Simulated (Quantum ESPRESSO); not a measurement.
# Changing the functional: PBEsol, GBRV ultrasoft against PBE, 14 surfaces

How far does the work function move when only the functional, its files and their cutoffs are swapped on fixed atoms, and is the shift the same for all surfaces?

Set-up. Quantum ESPRESSO 7.5 (pw.x, pp.x): slabs at the tabulated lattice constant, outer layers relaxed under PBE by Ansatz 0.2.0 (PAW) or by pw.x, 16 to 19 Å of vacuum, cold smearing of 0.02 Ry, SCF threshold 1e-7 Ry, k-spacings of 0.17 to 0.35 Å⁻¹ (2π included); slabs of magnetic metals were started with moments, and † marks those that keep one. The work function is the vacuum level of the electrostatic potential less the Fermi level. Covered slabs use open boundaries (ESM, bc1). The reference is PBE with GBRV ultrasoft files; atoms and mesh stay.

Results:

| surface | PBE, GBRV (eV) | PBEsol, GBRV ultrasoft (eV) | shift (eV) | cutoff (Ry), new and old | CPU time, new over old |
| --- | --- | --- | --- | --- | --- |
| K(110), 5 layers + P on longbridge, sunk into the top layer | 2.17 | 2.19 | +0.02 | 40, 40 | 0.9 |
| Ba(110), 5 layers | 2.41 | 2.44 | +0.04 | 40, 40 | 1.1 |
| Sr(100), 7 layers | 2.52 | 2.56 | +0.04 | 40, 40 | 0.9 |
| Ca(110), 7 layers | 2.79 | 2.82 | +0.03 | 40, 40 | 1.0 |
| Na(100), 5 layers + Ti on hollow | 3.35 | 3.39 | +0.04 | 40, 40 | 2.9 |
| Sc(0001), 6 layers | 3.52 | 3.57 | +0.05 | 40, 40 | 1.2 |
| V(110), 5 layers + In on top | 3.52 | 3.66 | +0.13 | 40, 40 | 1.1 |
| V(100), 7 layers | 3.71 | 3.78 | +0.08 | 40, 40 | 1.2 |
| Os(0001), 4 layers + Na on top | 3.75 | 3.80 | +0.05 | 40, 40 | 1.3 |
| Be(0001), 4 layers + Ga on top | 3.78 | 3.88 | +0.09 | 40, 40 | 1.3 |
| Cd(0001), 6 layers | 3.79 | 3.90 | +0.11 | 40, 40 | 1.3 |
| Pb(100), 7 layers | 3.84 | 3.94 | +0.09 | 40, 40 | 1.0 |
| Na(110), 5 layers + Ga on hollow | 3.86 | 3.93 | +0.07 | 40, 40 | 4.1 |
| Mg(0001), 4 layers + Zn on top | 4.05 | 4.13 | +0.08 | 40, 40 | 0.7 |

What this shows: The shift runs from +0.02 eV (K(110), 5 layers + P on longbridge, sunk into the top layer) to +0.13 eV (V(110), 5 layers + In on top), with a median of +0.06 eV. It is not rigid: the spread is 0.11 eV. The shift grows with the work function, loosely (correlation 0.67). The new level costs 1.1 times the reference's CPU time in the median.

What the numbers leave out: Rows were grouped by their PBE work function; over all 45 surfaces run at this level the shift spans −0.11 to +0.14 eV. Levels carry 0.01 to 0.02 eV of SCF slack. CPU times come from shared hosts of several kinds and are rough.
